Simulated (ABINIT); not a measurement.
# Gap slopes of SnO2 (Cassiterite) from G0W0 (biaxial strain)

Aim: the gap of SnO2 (Cassiterite) under biaxial strain, by PBE and G0W0.

Main program and level: ABINIT 10.8.3; PBE and many-body steps on it, plane waves.

Most raw output is cut from this account.

### 1. Starting point

It takes space group P4_2/mnm (No. 136, tetragonal). The conventional cell has a = 4.738 Å, b = 4.738 Å, c = 3.187 Å, α = 90.00°, β = 90.00°, γ = 90.00°. Nearest to Sn lie 6 O at 2.05 to 2.06 Å. Nearest to O lie 3 Sn at 2.05 to 2.06 Å. Farther neighbours and most contacts between anions are not listed.

Geometry: measured (diffraction), ions relaxed with PBE. The runs that relaxed it are not among those shown.

### 2. Ground state

This step: ABINIT 10.8.3; DFT, PBE, plane waves, norm-conserving pseudopotentials.

The ground-state density comes first.

File run.abi:

```
acell 3*1.0 Angstrom
rprim 
  4.738000000000 0.000000000000 0.000000000000
  0.000000000000 4.738000000000 0.000000000000
  0.000000000000 0.000000000000 3.186500000000
ntypat 2
znucl 50 8
natom 6
typat 1 1 2 2 2 2
xred 
  0.000000000000 0.000000000000 0.000000000000
  0.500000000000 0.500000000000 0.500000000000
  0.305428436736 0.305428436736 -0.000000000000
  0.194571563264 0.805428436736 0.500000000000
  0.694571563264 0.694571563264 -0.000000000000
  0.805428436736 0.194571563264 0.500000000000
pp_dirpath "pseudos"
pseudos "Sn.upf, O.upf"
ecut 42
ngkpt 4 4 6
nshiftk 1
shiftk 0 0 0
kptopt 1
chksymbreak 0
nband 41
occopt 1
tolvrs 1e-10
nstep 60
prtwf 0
optforces 0
optstress 0
indata_prefix "in"
outdata_prefix "out"
tmpdata_prefix "tmp"
```

Run with:

```
OMP_NUM_THREADS=1 mpirun -n 8 abinit run.abi > log
```

Run time: 69 s. Hardware: 8 MPI ranks of Arm Neoverse N1, shared host; peak memory 0.72 GiB.

This step gave:

```yaml
total_energy: -13864.0946 eV
gap: 1.247 eV
k_of_the_valence_top: 0, 0, 0
k_of_the_conduction_bottom: 0, 0, 0
least_direct_gap: 1.247 eV
```

The gap is direct, at Γ.

### 3. Empty states on the mesh, 4×4×4 mesh, 119 bands

The sums over transitions need many empty states on a uniform mesh; this step solves for them.

run.abi, as its differences from that of step 2:

```diff
@@ -19,3 +19,3 @@
 ecut 42
-ngkpt 4 4 6
+ngkpt 4 4 4
 nshiftk 1
@@ -24,9 +24,10 @@
 chksymbreak 0
-nband 41
-occopt 1
-tolvrs 1e-10
+iscf -2
+irdden 1
+istwfk *1
+nband 119
+nbdbuf 10
+tolwfr 1e-09
 nstep 60
-prtwf 0
-optforces 0
-optstress 0
+prtvol 0
 indata_prefix "in"
```

The job ended after 2.1 min (8 MPI ranks; peak memory 0.77 GiB).

This step gave:

| Property | Result |
| --- | --- |
| gap | 1.247 eV |
| k of the valence top | 0, 0, 0 |
| k of the conduction bottom | 0, 0, 0 |
| least direct gap | 1.247 eV |
| k points computed | 18 |
| lowest point of the top converged band, above the valence top | 52.0671 eV |

On this mesh the gap is 1.247 eV.

### 4. Screening, 4×4×4 mesh, 109 bands, screening to 130.6 eV

The RPA dielectric matrix is built and inverted for each q.

This step: RPA screening on PBE, plane waves, norm-conserving pseudopotentials.

run.abi, as its differences from that of step 3:

```diff
@@ -24,10 +24,11 @@
 chksymbreak 0
-iscf -2
-irdden 1
 istwfk *1
-nband 119
-nbdbuf 10
-tolwfr 1e-09
-nstep 60
-prtvol 0
+occopt 1
+irdwfk 1
+optdriver 3
+nband 109
+ecuteps 4.8
+inclvkb 2
+awtr 1
+symchi 1
 indata_prefix "in"
```

Run time: 6.7 min. Hardware: 8 MPI ranks; peak memory 4.3 GiB; 54 min of CPU time.

This step gave:

- ε∞ with local fields, on this mesh, along the program's q direction: 4.606
- the same without local fields: 4.820
- plasma frequency: 36.20 eV
- plane waves in the screening matrix: 249

Local fields lower ε∞ by 4 %. On a Γ-centred mesh this coarse the value itself is usually too large, while a short band sum pulls it down.

### 5. G0W0, strain +0 %

The self-energy is evaluated for the states that the input lists, and the levels follow from it, in one-shot runs by the linearised quasiparticle equation.

This step: G0W0 on PBE, plane waves, norm-conserving pseudopotentials.

run.abi, as its differences from that of step 4:

```diff
@@ -27,8 +27,15 @@
 irdwfk 1
-optdriver 3
+optdriver 4
 nband 109
+gwcalctyp 0
+ecutsigx 42
+symsigma 1
+nkptgw 1
+kptgw 
+  0.0000000000 0.0000000000 0.0000000000
+bdgw 
+  32 36
 ecuteps 4.8
-inclvkb 2
-awtr 1
-symchi 1
+irdscr 1
+ppmodel 1
 indata_prefix "in"
```

It took 13 s on 8 MPI ranks; peak memory 2.5 GiB; 1.8 min of CPU time.

This step gave:

* G0W0 gap on the points computed: 2.697 eV
* starting gap on the mesh: 1.247 eV
* k of the valence top: 0, 0, 0
* k of the conduction bottom: 0, 0, 0
* Z at the valence top: 0.792
* Z at the conduction bottom: 0.845
* least direct G0W0 gap on the computed points: 2.697 eV

The gap on the mesh goes from 1.25 eV to 2.70 eV, a correction of +1.45 eV.

### 6. G0W0, strain -1 %

The cell differs from the one that the last finished run ended in (a 4.738 → 4.691 Å, b 4.738 → 4.691 Å).

File run.abi:

```
acell 3*1.0 Angstrom
rprim 
  4.690620000000 0.000000000000 0.000000000000
  0.000000000000 4.690620000000 0.000000000000
  0.000000000000 0.000000000000 3.186500000000
ntypat 2
znucl 50 8
natom 6
typat 1 1 2 2 2 2
xred 
  0.000000000000 -0.000000000000 0.000000000000
  0.500000000000 0.500000000000 0.500000000000
  0.305370776438 0.305370776438 -0.000000000000
  0.194629223562 0.805370776438 0.500000000000
  0.694629223562 0.694629223562 -0.000000000000
  0.805370776438 0.194629223562 0.500000000000
pp_dirpath "pseudos"
pseudos "Sn.upf, O.upf"
ecut 42
ngkpt 4 4 4
nshiftk 1
shiftk 0 0 0
kptopt 1
chksymbreak 0
istwfk *1
occopt 1
irdwfk 1
optdriver 4
nband 107
gwcalctyp 0
ecutsigx 42
symsigma 1
nkptgw 1
kptgw 
  0.0000000000 0.0000000000 0.0000000000
bdgw 
  32 36
ecuteps 4.8
irdscr 1
ppmodel 1
indata_prefix "in"
outdata_prefix "out"
tmpdata_prefix "tmp"
```

Elapsed: 11 s, on 8 MPI ranks; peak memory 2.4 GiB; 91 s of CPU time.

Numbers from this step:

```
G0W0 gap on the points computed              : 2.961 eV
starting gap on the mesh                     : 1.456 eV
k of the valence top                         : 0, 0, 0
k of the conduction bottom                   : 0, 0, 0
least direct G0W0 gap on the computed points : 2.961 eV
```

The gap on the mesh goes from 1.46 eV to 2.96 eV, a correction of +1.51 eV.

Ground state, empty states and screening of this cell were made anew, as for the first cell; those steps are not shown. Geometry: measured (diffraction), biaxial strain, ions relaxed with PBE.

### 7. G0W0, strain +1 %

The cell differs from the one that the last finished run ended in (a 4.691 → 4.785 Å, b 4.691 → 4.785 Å).

File run.abi:

```
acell 3*1.0 Angstrom
rprim 
  4.785380000000 0.000000000000 0.000000000000
  0.000000000000 4.785380000000 0.000000000000
  0.000000000000 0.000000000000 3.186500000000
ntypat 2
znucl 50 8
natom 6
typat 1 1 2 2 2 2
xred 
  0.000000000000 -0.000000000000 0.000000000000
  0.500000000000 0.500000000000 0.500000000000
  0.305621186762 0.305621186762 0.000000000000
  0.194378813238 0.805621186762 0.500000000000
  0.694378813238 0.694378813238 0.000000000000
  0.805621186762 0.194378813238 0.500000000000
pp_dirpath "pseudos"
pseudos "Sn.upf, O.upf"
ecut 42
ngkpt 4 4 4
nshiftk 1
shiftk 0 0 0
kptopt 1
chksymbreak 0
istwfk *1
occopt 1
irdwfk 1
optdriver 4
nband 111
gwcalctyp 0
ecutsigx 42
symsigma 1
nkptgw 1
kptgw 
  0.0000000000 0.0000000000 0.0000000000
bdgw 
  32 36
ecuteps 4.8
irdscr 1
ppmodel 1
indata_prefix "in"
outdata_prefix "out"
tmpdata_prefix "tmp"
```

Elapsed: 13 s, on 8 MPI ranks; peak memory 2.5 GiB; 99 s of CPU time.

Numbers from this step:

```yaml
g0w0_gap_on_the_points_computed: 2.441 eV
starting_gap_on_the_mesh: 1.053 eV
k_of_the_valence_top: 0, 0, 0
k_of_the_conduction_bottom: 0, 0, 0
least_direct_g0w0_gap_on_the_computed_points: 2.441 eV
```

The gap on the mesh goes from 1.05 eV to 2.44 eV, a correction of +1.39 eV.

Again on this cell's own states.

### 8. G0W0, strain -2 %

The cell differs from the one that the last finished run ended in (a 4.785 → 4.643 Å, b 4.785 → 4.643 Å).

File run.abi:

```
acell 3*1.0 Angstrom
rprim 
  4.643240000000 0.000000000000 0.000000000000
  0.000000000000 4.643240000000 0.000000000000
  0.000000000000 0.000000000000 3.186500000000
ntypat 2
znucl 50 8
natom 6
typat 1 1 2 2 2 2
xred 
  0.000000000000 0.000000000000 0.000000000000
  0.500000000000 0.500000000000 0.500000000000
  0.305437483918 0.305437483918 0.000000000000
  0.194562516082 0.805437483918 0.500000000000
  0.694562516082 0.694562516082 0.000000000000
  0.805437483918 0.194562516082 0.500000000000
pp_dirpath "pseudos"
pseudos "Sn.upf, O.upf"
ecut 42
ngkpt 4 4 4
nshiftk 1
shiftk 0 0 0
kptopt 1
chksymbreak 0
istwfk *1
occopt 1
irdwfk 1
optdriver 4
nband 106
gwcalctyp 0
ecutsigx 42
symsigma 1
nkptgw 1
kptgw 
  0.0000000000 0.0000000000 0.0000000000
bdgw 
  32 36
ecuteps 4.8
irdscr 1
ppmodel 1
indata_prefix "in"
outdata_prefix "out"
tmpdata_prefix "tmp"
```

Run time: 11 s. Hardware: 8 MPI ranks; peak memory 2.4 GiB.

This step gave:

```
G0W0 gap on the points computed              : 3.241 eV
starting gap on the mesh                     : 1.678 eV
k of the valence top                         : 0, 0, 0
k of the conduction bottom                   : 0, 0, 0
least direct G0W0 gap on the computed points : 3.241 eV
```

The gap on the mesh goes from 1.68 eV to 3.24 eV, a correction of +1.56 eV.

Again on this cell's own states.

### 9. G0W0, strain +2 %

The cell differs from the one that the last finished run ended in (a 4.643 → 4.833 Å, b 4.643 → 4.833 Å).

File run.abi:

```
acell 3*1.0 Angstrom
rprim 
  4.832760000000 0.000000000000 0.000000000000
  0.000000000000 4.832760000000 0.000000000000
  0.000000000000 0.000000000000 3.186500000000
ntypat 2
znucl 50 8
natom 6
typat 1 1 2 2 2 2
xred 
  0.000000000000 0.000000000000 0.000000000000
  0.500000000000 0.500000000000 0.500000000000
  0.305955088764 0.305955088764 0.000000000000
  0.194044911236 0.805955088764 0.500000000000
  0.694044911236 0.694044911236 0.000000000000
  0.805955088764 0.194044911236 0.500000000000
pp_dirpath "pseudos"
pseudos "Sn.upf, O.upf"
ecut 42
ngkpt 4 4 4
nshiftk 1
shiftk 0 0 0
kptopt 1
chksymbreak 0
istwfk *1
occopt 1
irdwfk 1
optdriver 4
nband 112
gwcalctyp 0
ecutsigx 42
symsigma 1
nkptgw 1
kptgw 
  0.0000000000 0.0000000000 0.0000000000
bdgw 
  32 36
ecuteps 4.8
irdscr 1
ppmodel 1
indata_prefix "in"
outdata_prefix "out"
tmpdata_prefix "tmp"
```

Run time: 13 s. Hardware: 8 MPI ranks; peak memory 2.5 GiB; 1.7 min of CPU time.

Numbers from this step:

```yaml
g0w0_gap_on_the_points_computed: 2.207 eV
starting_gap_on_the_mesh: 0.8762 eV
k_of_the_valence_top: 0, 0, 0
k_of_the_conduction_bottom: 0, 0, 0
least_direct_g0w0_gap_on_the_computed_points: 2.207 eV
```

The gap on the mesh goes from 0.88 eV to 2.21 eV, a correction of +1.33 eV.

Again on this cell's own states.

### 10. The series

One mesh (4×4×4), Godby-Needs plasmon pole, bands up to a fixed energy, so that their count changes with the cell; biaxial strain per length. The ions were relaxed in each strained cell. The third axis is held. Plane waves in the screening: 233, 233, 249, 249 and 257.

```csv
strain (%),PBE gap (eV),G0W0 gap (eV),least direct G0W0 gap (eV),G0W0 edges
-2,1.678,3.241,3.241,Γ to Γ
-1,1.456,2.961,2.961,Γ to Γ
+0,1.247,2.697,2.697,Γ to Γ
+1,1.053,2.441,2.441,Γ to Γ
+2,0.876,2.207,2.207,Γ to Γ
```

### 11. What came out

```json
{
  "slope under compression": "−215 (PBE) and −272 (G0W0) meV per %",
  "slope under tension": "−185 (PBE) and −245 (G0W0) meV per %",
  "GW settings, unstrained cell": "4×4×4 mesh, 109 bands, screening to 130.6 eV",
  "known limits": "not at the basis limit; no spin-orbit coupling; coarse k mesh"
}
```

On the side of compression the slopes of gap against strain are −215 (PBE) and −272 (G0W0) meV per %. On the side of tension the slopes of gap against strain are −185 (PBE) and −245 (G0W0) meV per %. Gaps are read on the mesh, so a valley between its points is missed. Bands and cutoff are finite, so the gap is not at the basis limit. The miss can reach some tenths of an eV and take either sign; the mesh is an error of its own. In the G0W0 run levels were corrected at 1 k point alone, so a gap called «on the mesh» is the least over those, and an edge elsewhere would be missed. The 4×4×4 mesh is coarse for this cell, which bears on the long-range parts of exchange and screening. The many-body steps are scalar-relativistic: spin-orbit coupling is not in them.

[Paths, hosts, dates, memory and timing lines, banners, echoed tables and standing remarks are left out of the program output.]

[Logs are printed without paths, hosts, clocks, repeated set-up lines and the standing remarks that a program may print on its own settings, such as how far it seeks lower states.]

[Runs of the session that timed out or met a known fault of the program may be left out.]

[Hosts, paths, dates, database ids (printed as entryN), source tags and the programs' standing remarks are cut or masked in the printed files.]

[G0W0 gaps are taken among the corrected bands and points alone; a level outside them can change the order at an edge.]

[Where Ansatz stands beside ABINIT at settings called matched, ABINIT's density can come from a denser mesh and the files from another edition; pairs whose starting gaps differed by over 0.03 eV were left out, so agreement reads better than it is.]
